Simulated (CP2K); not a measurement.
Vinyl fluoride has these distinct C atoms: C1 (bonded to C and 2 H) and C2 (bonded to C, F and H).

```xyz
6

C    -0.7060   -0.0738    0.0037
C     0.6031    0.1437   -0.0145
F     1.5038   -0.8704    0.1438
H    -1.1203   -1.0697    0.1473
H    -1.3824    0.7673   -0.1279
H     1.1018    1.1030   -0.1525
```

Their partial C K spectra (CP2K XAS_TDP, all-electron GAPW, PBEh(45%), aug-cc-pVTZ, TDA, GW2X-corrected core level, no relativity) are given in random order, each times the number of alike atoms.

Gaussian full width 0.5 eV, oscillator strength per eV, alike atoms added, rows of zeros left out:

```csv
E (eV),curve 1,curve 2
285.25,0.005,0.000
285.50,0.045,0.000
285.75,0.091,0.000
286.00,0.047,0.000
286.25,0.006,0.000
287.25,0.000,0.003
287.50,0.000,0.037
287.75,0.000,0.109
288.00,0.000,0.082
288.25,0.002,0.015
288.50,0.010,0.001
288.75,0.019,0.000
289.00,0.029,0.000
289.25,0.028,0.000
289.50,0.009,0.000
289.75,0.008,0.000
290.00,0.019,0.001
290.25,0.017,0.014
290.50,0.005,0.064
290.75,0.005,0.074
291.00,0.016,0.023
291.25,0.018,0.016
291.50,0.017,0.025
291.75,0.013,0.011
292.00,0.009,0.004
292.25,0.006,0.003
292.50,0.002,0.004
292.75,0.000,0.007
293.00,0.000,0.006
293.25,0.001,0.012
293.50,0.004,0.020
293.75,0.007,0.015
294.00,0.004,0.013
294.25,0.002,0.012
294.50,0.003,0.007
294.75,0.010,0.003
295.00,0.016,0.002
295.25,0.017,0.002
295.50,0.033,0.006
295.75,0.025,0.008
296.00,0.009,0.004
296.25,0.023,0.003
296.50,0.037,0.006
296.75,0.029,0.009
297.00,0.021,0.014
297.25,0.018,0.029
297.50,0.007,0.027
297.75,0.002,0.023
298.00,0.001,0.015
```

Q: Which curve belongs to which atom?

Curve 1: C1 (bonded to C and 2 H), leading line at 285.75 eV (f = 0.049 an atom), ionisation energy 290.83 eV, term value 5.08 eV. Curve 2: C2 (bonded to C, F and H), leading line at 287.82 eV (f = 0.062 an atom), ionisation energy 293.36 eV, term value 5.54 eV. The leading line of an atom is its first one with 35 % of the strongest within 2.5 eV of its lowest line over the strength cut. A line lies at the core ionisation energy, which rises as an atom loses charge to its neighbours or to a π system, less the term value, which is large for a low π* or σ* orbital with weight on that atom.

[Banner, clock and machine lines of the logs are left out without a mark of their own.]

[Logs are printed without paths, hosts, clocks, repeated set-up lines and the standing remarks that a program may print on its own settings, such as how far it seeks lower states.]

[Hosts, paths, dates, database ids (printed as entryN), source tags and the programs' standing remarks are cut or masked in the printed files.]
